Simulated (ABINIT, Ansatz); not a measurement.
## BaTiO3 (P4mm): G0W0 with ABINIT, start to end

Aim: the G0W0 gap of BaTiO3 (P4mm) on PBE, step by step.

Program: ABINIT 10.8.3. Level of theory: PBE and many-body steps on it, plane waves. Results are calculated unless marked as measured.

The database entry behind the starting cell differs from later determinations by our own check (c/a about 0.6 % short), so it need not match the best structure at ambient conditions.

## 1. The structure

It takes space group P4mm (No. 99, tetragonal). The conventional cell has a = 4.000 Å, b = 4.000 Å, c = 4.018 Å, α = 90.00°, β = 90.00°, γ = 90.00°. Nearest to Ba lie 12 O at 2.79 to 2.88 Å. Ti has 6 O at 1.89 to 2.13 Å nearest. O has 2 Ti at 1.89 to 2.13 Å and 4 Ba at 2.83 Å nearest. Nearest to O lie 2 Ti at 2.00 Å and 4 Ba at 2.79 to 2.88 Å. Farther neighbours and most contacts between anions are not listed.

The cell and positions come from the Crystallography Open Database and are kept as given unless a step says otherwise. Spin-orbit coupling is left out unless a step names it.

## 2. Ground state

This step: ABINIT 10.8.3; DFT, PBE, plane waves, norm-conserving pseudopotentials.

The ground-state density comes first.

File run.abi:

```
acell 3*1.0 Angstrom
rprim 
  3.999800000000 0.000000000000 0.000000000000
  0.000000000000 3.999800000000 0.000000000000
  0.000000000000 0.000000000000 4.018000000000
ntypat 3
znucl 56 22 8
natom 5
typat 1 2 3 3 3
xred 
  0.000000000000 0.000000000000 0.000000000000
  0.500000000000 0.500000000000 0.490000000000
  0.500000000000 0.500000000000 0.019000000000
  0.500000000000 0.000000000000 0.517000000000
  0.000000000000 0.500000000000 0.517000000000
pp_dirpath "pseudos"
pseudos "Ba.upf, Ti.upf, O.upf"
ecut 38
ngkpt 6 6 6
nshiftk 1
shiftk 0 0 0
kptopt 1
chksymbreak 0
nband 26
occopt 1
tolvrs 1e-10
nstep 60
prtwf 0
optforces 0
optstress 0
indata_prefix "in"
outdata_prefix "out"
tmpdata_prefix "tmp"
```

The run is started by

```
OMP_NUM_THREADS=1 mpirun -n 4 abinit run.abi > log
```

Numbers of over 12 decimals in the logs are rounded to 6 here.

What it wrote:

```text
.Version 10.8.3 of ABINIT. v10.8.2 released Aug 2026.

 Symmetries : space group P4 m m (# 99); Bravais tP (primitive tetrag.)
================================================================================
 Values of the parameters that define the memory need of the present run
     intxc =       0    ionmov =       0      iscf =       7    lmnmax =       6
     lnmax =       6     mgfft =      45  mpssoang =       3    mqgrid =    3001
     natom =       5  nloc_mem =       1    nspden =       1   nspinor =       1
    nsppol =       1      nsym =       8    n1xccc =    2501    ntypat =       3
    occopt =       1   xclevel =       2
-    mband =          26        mffmem =           1         mkmem =          10
       mpw =        4870          nfft =       91125          nkpt =          40
================================================================================
  Rough estimation (10% accuracy) of disk space for files :
================================================================================

--------------------------------------------------------------------------------
------------- Echo of variables that govern the present computation ------------
--------------------------------------------------------------------------------
 -outvars: echo values of preprocessed input variables --------
            acell      1.8897261259E+00  1.8897261259E+00  1.8897261259E+00 Bohr

      chksymbreak           0
             ecut      3.80000000E+01 Hartree
-          fftalg         312

              ixc     -101130
              kpt      0.00000000E+00  0.00000000E+00  0.00000000E+00
                       1.66666667E-01  0.00000000E+00  0.00000000E+00
                       3.33333333E-01  0.00000000E+00  0.00000000E+00
                       5.00000000E-01  0.00000000E+00  0.00000000E+00
                       1.66666667E-01  1.66666667E-01  0.00000000E+00
                       3.33333333E-01  1.66666667E-01  0.00000000E+00
                       5.00000000E-01  1.66666667E-01  0.00000000E+00
                       3.33333333E-01  3.33333333E-01  0.00000000E+00
                       5.00000000E-01  3.33333333E-01  0.00000000E+00
   [... 29 further rows ...]
                       5.00000000E-01  3.33333333E-01  5.00000000E-01
                       5.00000000E-01  5.00000000E-01  5.00000000E-01
         kptrlatt        6    0    0      0    6    0      0    0    6
          kptrlen      4.53511594E+01
P           mkmem          10
            natom           5
            nband          26
            ngfft          45      45      45
             nkpt          40
            nstep          60
             nsym           8
           ntypat           3
              occ      2.000000  2.000000  2.000000  2.000000  2.000000  2.000000
                       2.000000  2.000000  2.000000  2.000000  2.000000  2.000000
                       2.000000  2.000000  2.000000  2.000000  2.000000  2.000000
                       2.000000  2.000000  0.000000  0.000000  0.000000  0.000000
                       0.000000  0.000000
        optforces           0
        optstress           0
            prtwf           0
            rprim      3.9998000000E+00  0.0000000000E+00  0.0000000000E+00
[...]
spgroup          99

           tolvrs      1.00000000E-10

             xred      0.0000000000E+00  0.0000000000E+00  0.0000000000E+00
[...]
znucl       56.00000   22.00000    8.00000

================================================================================

 chkinp: Checking input parameters for consistency.

================================================================================
== DATASET  1 ==================================================================
-   mpi_nproc: 4, omp_nthreads: 1 (-1 if OMP is not activated)

--- !DatasetInfo
iteration_state: {dtset: 1, }
dimensions: {natom: 5, nkpt: 40, mband: 26, nsppol: 1, nspinor: 1, nspden: 1, mpw: 4870, }
cutoff_energies: {ecut:  38.0, pawecutdg:  -1.0, }
electrons: {nelect:   4.00000000E+01, charge:   0.00000000E+00, occopt:   1.00000000E+00, tsmear:   1.00000000E-02, }

 Real(R)+Recip(G) space primitive vectors, cartesian coordinates (Bohr,Bohr^-1):
 R(1)=  7.5585266  0.0000000  0.0000000  G(1)=  0.1323009  0.0000000  0.0000000
 R(2)=  0.0000000  7.5585266  0.0000000  G(2)=  0.0000000  0.1323009  0.0000000
 R(3)=  0.0000000  0.0000000  7.5929196  G(3)=  0.0000000  0.0000000  0.1317016
 Unit cell volume ucvol=  4.3379355E+02 bohr^3
 Angles (23,13,12)=  9.00000000E+01  9.00000000E+01  9.00000000E+01 degrees

 getcut: wavevector=  0.0000  0.0000  0.0000  ngfft=  45  45  45
         ecut(hartree)=     38.000   => boxcut(ratio)=   2.08827

--- Pseudopotential description ------------------------------------------------
- Ba Generated using ONCVPSP code by D. R. Hamann
- 56.00000  10.00000  171031                  znucl, zion, pspdat
12 -101130 2 -1 1958                          pspcod,pspxc,lmax,lloc,mmax
     nproj     2     2     2
  pspatm : epsatm=   26.75150155
         --- l  ekb(1:nproj) -->
[...]
pspatm: atomic psp has been read  and splines computed

- Ti Generated using ONCVPSP code by D. R. Hamann
- 22.00000  12.00000  171031                  znucl, zion, pspdat
12 -101130 2 -1 1586                          pspcod,pspxc,lmax,lloc,mmax
     nproj     2     2     2
  pspatm : epsatm=   14.68144553
         --- l  ekb(1:nproj) -->
[...]
pspatm: atomic psp has been read  and splines computed

- O Generated using ONCVPSP code by D. R. Hamann
-  8.00000   6.00000  171031                  znucl, zion, pspdat
12 -101130 2 -1 936                           pspcod,pspxc,lmax,lloc,mmax
     nproj     2     2     1
  pspatm : epsatm=    6.19545534
         --- l  ekb(1:nproj) -->
[...]
2   -1.331955
 pspatm: atomic psp has been read  and splines computed

   2.40077252E+03                                ecore*ucvol(ha*bohr**3)
--------------------------------------------------------------------------------

_setup2: Arith. and geom. avg. npw (full set) are    4853.144    4853.130

================================================================================

--- !BeginCycle
iteration_state: {dtset: 1, }
solver: {iscf: 7, nstep: 60, nline: 4, wfoptalg: 0, }
tolerances: {tolvrs: 1.00E-10, }

     iter   Etot(hartree)      deltaE(h)  residm     vres2
 ETOT  1  -136.74702743022    -1.367E+02 9.336E-02 1.935E+03
 ETOT  2  -127.17103026230     9.576E+00 1.298E-01 3.590E+04
 ETOT  3  -137.29092020010    -1.012E+01 4.830E-02 5.503E+02
 ETOT  4  -137.30915257661    -1.823E-02 1.085E-01 3.635E+02
 ETOT  5  -137.36275512672    -5.360E-02 2.002E-02 1.113E+02
 ETOT  6  -137.38082547403    -1.807E-02 1.842E-02 2.380E+01
 ETOT  7  -137.38517000249    -4.345E-03 3.489E-02 3.044E+00
 ETOT  8  -137.38541730655    -2.473E-04 6.060E-03 1.843E+00
 ETOT  9  -137.38577540460    -3.581E-04 4.699E-03 1.982E-01
 ETOT 10  -137.38581686400    -4.146E-05 6.224E-03 4.499E-03
 ETOT 11  -137.38581780632    -9.423E-07 6.059E-03 1.181E-04
 ETOT 12  -137.38581782532    -1.900E-08 4.057E-03 1.729E-05
 ETOT 13  -137.38581782918    -3.860E-09 1.931E-03 1.939E-07
 ETOT 14  -137.38581782923    -5.122E-11 1.177E-03 5.190E-10
 ETOT 15  -137.38581782922     6.906E-12 8.115E-04 3.578E-11

 At SCF step   15       vres2   =  3.58E-11 < tolvrs=  1.00E-10 =>converged.

--- !ResultsGS
iteration_state: {dtset: 1, }
comment   : Summary of ground state results
lattice_vectors:
- [  7.5585266,   0.0000000,   0.0000000, ]
- [  0.0000000,   7.5585266,   0.0000000, ]
- [  0.0000000,   0.0000000,   7.5929196, ]
lattice_lengths: [   7.55853,    7.55853,    7.59292, ]
lattice_angles: [ 90.000,  90.000,  90.000, ] # degrees, (23, 13, 12)
lattice_volume:   4.3379355E+02
convergence: {deltae:  6.906E-12, res2:  3.578E-11, residm:  8.115E-04, diffor:  0.000E+00, }
etotal    :  -1.37385818E+02
entropy   :   0.00000000E+00
fermie    :   2.43749078E-01
cartesian_stress_tensor: null
pressure_GPa: null
xred      :
- [  0.0000E+00,   0.0000E+00,   0.0000E+00, Ba]
- [  5.0000E-01,   5.0000E-01,   4.9000E-01, Ti]
- [  5.0000E-01,   5.0000E-01,   1.9000E-02,  O]
- [  5.0000E-01,   0.0000E+00,   5.1700E-01,  O]
- [  0.0000E+00,   5.0000E-01,   5.1700E-01,  O]
cartesian_forces: null
force_length_stats: {min: null, max: null, mean: null, }

 Integrated electronic density in atomic spheres:
 ------------------------------------------------
 Atom  Sphere_radius  Integrated_density
[...]
================================================================================

 ----iterations are completed or convergence reached----

 Mean square residual over all n,k,spin=   49.533E-07; max=  81.145E-05
 reduced coordinates (array xred) for    5 atoms
       0.000000000000      0.000000000000      0.000000000000
       0.500000000000      0.500000000000      0.490000000000
       0.500000000000      0.500000000000      0.019000000000
       0.500000000000      0.000000000000      0.517000000000
       0.000000000000      0.500000000000      0.517000000000
 rms dE/dt=  0.0000E+00; max dE/dt=  0.0000E+00; dE/dt below (all hartree)
    1       0.000000000000      0.000000000000      0.000000000000
    2       0.000000000000      0.000000000000      0.000000000000
    3       0.000000000000      0.000000000000      0.000000000000
    4       0.000000000000      0.000000000000      0.000000000000
    5       0.000000000000      0.000000000000      0.000000000000

 cartesian coordinates (angstrom) at end:
    1      0.000000     0.000000     0.000000
    2      1.999900     1.999900     1.968820
    3      1.999900     1.999900     0.076342
    4      1.999900     0.000000     2.077306
    5      0.000000     1.999900     2.077306
 length scales=  1.889726125908  1.889726125908  1.889726125908 bohr
              =  1.000000000000  1.000000000000  1.000000000000 angstroms
 prteigrs : about to open file out_EIG
 Fermi (or HOMO) energy (hartree) =   0.24375   Average Vxc (hartree)=  -0.42018
 Eigenvalues (hartree) for nkpt=  40  k points:
 kpt#   1, nband= 26, wtk=  0.00463, kpt=  0.0000  0.0000  0.0000 (reduced coord)
  -1.83423   -0.96189   -0.96079   -0.96079   -0.66794   -0.37542   -0.35158   -0.34946
  -0.12278   -0.12278   -0.12269    0.15812    0.15859    0.15859    0.19852    0.19852
   0.20188    0.23290    0.23345    0.23345    0.31085    0.31864    0.31864    0.39233
   0.39581    0.42938
 prteigrs : prtvol=0 or 1, do not print more k-points.

--- !EnergyTerms
iteration_state     : {dtset: 1, }
comment             : Components of total free energy in Hartree
kinetic             :  6.27179103647970E+01
hartree             :  2.98550045081268E+01
xc                  : -2.80526025380794E+01
Ewald energy        : -1.03499980157244E+02
psp_core            :  5.53436662415721E+00
local_psp           : -1.00646688457197E+02
non_local_psp       : -3.29382817378532E+00
total_energy        : -1.37385817829224E+02
total_energy_eV     : -3.73845855367100E+03
band_energy         : -1.06399168460668E+01

== END DATASET(S) ==============================================================
================================================================================

 -outvars: echo values of variables after computation  --------
           etotal     -1.3738581783E+02
            nband          26
             nkpt          40
          spgroup          99
 [... the other variables as echoed above ...]

 Calculation completed.
```

Run time: 62 s. Hardware: 4 MPI ranks of Arm Neoverse V2, shared host; peak memory 0.38 GiB.

Numbers from this step:

```
total energy               : -3738.4586 eV
gap                        : 1.826 eV
k of the valence top       : 0.5, 0.5, 0.5
k of the conduction bottom : 0, 0, 0
least direct gap           : 2.106 eV
```

The gap is indirect, with the least direct gap 0.28 eV higher.

## 3. Empty states on the mesh, 4×4×4 mesh, 269 bands

The sums over transitions need many empty states on a uniform mesh; this step solves for them.

Changes to run.abi since step 2:

```diff
@@ -18,3 +18,3 @@
 ecut 38
-ngkpt 6 6 6
+ngkpt 4 4 4
 nshiftk 1
@@ -23,9 +23,10 @@
 chksymbreak 0
-nband 26
+irdden 1
+istwfk *1
+nband 269
+prtvol 0
+optdriver 6
+gwr_task "HDIAGO"
+paral_kgb 0
 occopt 1
-tolvrs 1e-10
-nstep 60
-prtwf 0
-optforces 0
-optstress 0
 indata_prefix "in"
```

What it wrote:

```text
[banner, memory and clock lines left out]
.Version 10.8.3 of ABINIT. v10.8.2 released Aug 2026.

 Symmetries : space group P4 m m (# 99); Bravais tP (primitive tetrag.)
[... echo of the input left out ...]
== DATASET  1 ==================================================================
-   mpi_nproc: 4, omp_nthreads: 1 (-1 if OMP is not activated)

--- !DatasetInfo
iteration_state: {dtset: 1, }
dimensions: {natom: 5, nkpt: 18, mband: 269, nsppol: 1, nspinor: 1, nspden: 1, mpw: 4929, }
cutoff_energies: {ecut:  38.0, pawecutdg:  -1.0, }
electrons: {nelect:   4.00000000E+01, charge:   0.00000000E+00, occopt:   1.00000000E+00, tsmear:   1.00000000E-02, }

.Using double precision arithmetic; gwpc =  8

- Reading GS density from: in_DEN

--- Pseudopotential description ------------------------------------------------
- Ba Generated using ONCVPSP code by D. R. Hamann
- 56.00000  10.00000  171031                  znucl, zion, pspdat
12 -101130 2 -1 1958                          pspcod,pspxc,lmax,lloc,mmax
     nproj     2     2     2
  pspatm : epsatm=   26.75150155
         --- l  ekb(1:nproj) -->
             0    6.667868    0.674319
             1    5.008801    0.408242
             2    2.532546    0.415477
 pspatm: atomic psp has been read  and splines computed

- Ti Generated using ONCVPSP code by D. R. Hamann
- 22.00000  12.00000  171031                  znucl, zion, pspdat
12 -101130 2 -1 1586                          pspcod,pspxc,lmax,lloc,mmax
     nproj     2     2     2
  pspatm : epsatm=   14.68144553
         --- l  ekb(1:nproj) -->
[...]
pspatm: atomic psp has been read  and splines computed

- O Generated using ONCVPSP code by D. R. Hamann
-  8.00000   6.00000  171031                  znucl, zion, pspdat
12 -101130 2 -1 936                           pspcod,pspxc,lmax,lloc,mmax
     nproj     2     2     1
  pspatm : epsatm=    6.19545534
         --- l  ekb(1:nproj) -->
             0    6.056735    0.824024
             1   -4.717130   -1.149271
             2   -1.331955
 pspatm: atomic psp has been read  and splines computed

   2.40077252E+03                                ecore*ucvol(ha*bohr**3)

 Total charge density [el/Bohr^3]
)     Maximum=    1.3551E+00  at reduced coord.    0.5111    0.5111    0.5778
)     Minimum=    4.1064E-04  at reduced coord.    0.0000    0.0000    0.0000
   Integrated=    4.0000E+01

 === KS gaps after direct diagonalization ===
 Indirect band gap semiconductor
 Fundamental gap:     1.826 (eV)
   VBM:     6.633 (eV) at k: [ 5.0000E-01,  5.0000E-01,  5.0000E-01]
   CBM:     8.459 (eV) at k: [ 0.0000E+00,  0.0000E+00,  0.0000E+00]
 Direct gap:         2.106 (eV) at k: [ 0.0000E+00,  0.0000E+00,  0.0000E+00]

== END DATASET(S) ==============================================================

 -outvars: echo values of variables after computation  --------
           etotal      0.0000000000E+00
            nband         269
             nkpt          18
          spgroup          99
 [... the other variables as echoed above ...]

 Calculation completed.
```

The job ended after 5.1 min (4 MPI ranks; peak memory 5.3 GiB).

This step gave:

```yaml
gap: 1.826 eV
k_of_the_valence_top: 0.5, 0.5, 0.5
k_of_the_conduction_bottom: 0, 0, 0
least_direct_gap: 2.106 eV
k_points_computed: 18
lowest_point_of_the_top_converged_band_above_the_valence_top: 125.6117 eV
```

On this mesh the gap is 1.826 eV.

## 4. Screening, 4×4×4 mesh, 261 bands, screening to 217.7 eV

The RPA dielectric matrix is built and inverted for each q.

This step: RPA screening on PBE, plane waves, norm-conserving pseudopotentials.

Changes to run.abi since step 3:

```diff
@@ -23,10 +23,11 @@
 chksymbreak 0
-irdden 1
 istwfk *1
-nband 269
-prtvol 0
-optdriver 6
-gwr_task "HDIAGO"
-paral_kgb 0
 occopt 1
+irdwfk 1
+optdriver 3
+nband 261
+ecuteps 8
+inclvkb 2
+awtr 1
+symchi 1
 indata_prefix "in"
```

What it wrote:

```text
.Version 10.8.3 of ABINIT. v10.8.2 released Aug 2026.

 Symmetries : space group P4 m m (# 99); Bravais tP (primitive tetrag.)
[... echo of the input left out ...]
== DATASET  1 ==================================================================
-   mpi_nproc: 4, omp_nthreads: 1 (-1 if OMP is not activated)

--- !DatasetInfo
iteration_state: {dtset: 1, }
dimensions: {natom: 5, nkpt: 18, mband: 261, nsppol: 1, nspinor: 1, nspden: 1, mpw: 4929, }
cutoff_energies: {ecut:  38.0, pawecutdg:  -1.0, }
electrons: {nelect:   4.00000000E+01, charge:   0.00000000E+00, occopt:   1.00000000E+00, tsmear:   1.00000000E-02, }

 SCREENING: Calculation of the susceptibility and dielectric matrices

 Based on a program developped by R.W. Godby, V. Olevano, G. Onida, and L. Reining.
 Incorporated in ABINIT by V. Olevano, G.-M. Rignanese, and M. Torrent.
.Using double precision arithmetic ; gwpc =  8

[... cell and pseudopotentials left out ...]
--------------------------------------------------------------------------------

 ==== K-mesh for the wavefunctions ====
 Number of points in the irreducible wedge :    18
[... list of points left out ...]
 Together with  8 symmetry operations and time-reversal symmetry
 yields    64 points in the full Brillouin Zone.

 ==== Q-mesh for the screening function ====
 Number of points in the irreducible wedge :    18
[... list of points left out ...]
 Together with  8 symmetry operations and time-reversal symmetry
 yields    64 points in the full Brillouin Zone.

 setmesh: FFT mesh size selected  =    32x   32x   32
          total number of points  =        32768

 vcoul_init : cutoff-mode = AUXILIARY_FUNCTION
 q-points for optical limit:   1
     1)      0.000010    0.000020    0.000030

- screening: taking advantage of time-reversal symmetry
- Maximum band index for partially occupied states nbvw = 20
- Remaining bands to be divided among processors   nbcw = 241
- Number of bands treated by each node ~60

 Number of electrons calculated from density =   40.0000; Expected =   40.0000
 average of density, n =  0.092210
 r_s =    1.3731
 omega_plasma =   29.2917 [eV]

 calculating chi0 at frequencies [eV] :
  1    0.000000E+00    0.000000E+00
  2    0.000000E+00    2.929166E+01

--------------------------------------------------------------------------------
  q-point number  1        q = ( 0.000000, 0.000000, 0.000000) [r.l.u.]
--------------------------------------------------------------------------------
[... chi0 elements left out ...]
 For q-point:  0.000010 0.000020 0.000030
  dielectric constant =   6.1663
  dielectric constant without local fields =   6.7464

  Average fulfillment of the sum rule on Im[epsilon] for q-point    1 :     81.67  [%]
[... wings left out ...]
  q-point number  2        q = ( 0.250000, 0.000000, 0.000000) [r.l.u.]
--------------------------------------------------------------------------------
[... chi0 elements left out ...]
  Average fulfillment of the sum rule on Im[epsilon] for q-point    2 :     88.45  [%]

 [... 16 further q-points ...]
```

Run time: 8.7 min. Hardware: 4 MPI ranks; peak memory 3.8 GiB; 35 min of CPU time.

This step gave:

| Item | Value |
| --- | --- |
| ε∞ with local fields, on this mesh, along the program's q direction | 6.166 |
| the same without local fields | 6.746 |
| plasma frequency | 29.29 eV |
| plane waves in the screening matrix | 461 |

Local fields lower ε∞ by 9 %. On a Γ-centred mesh this coarse the value itself is usually too large, while a short band sum pulls it down.

(Part 1 of 2 ends here.)

[Paths, hosts, dates, memory and timing lines, banners, echoed tables and standing remarks are left out of the program output.]

[Logs are printed without paths, hosts, clocks, repeated set-up lines and the standing remarks that a program may print on its own settings, such as how far it seeks lower states.]

[Runs of the session that timed out or met a known fault of the program may be left out.]

[Hosts, paths, dates, database ids (printed as entryN), source tags and the programs' standing remarks are cut or masked in the printed files.]

[G0W0 gaps are taken among the corrected bands and points alone; a level outside them can change the order at an edge.]

[Where Ansatz stands beside ABINIT at settings called matched, ABINIT's density can come from a denser mesh and the files from another edition; pairs whose starting gaps differed by over 0.03 eV were left out, so agreement reads better than it is.]
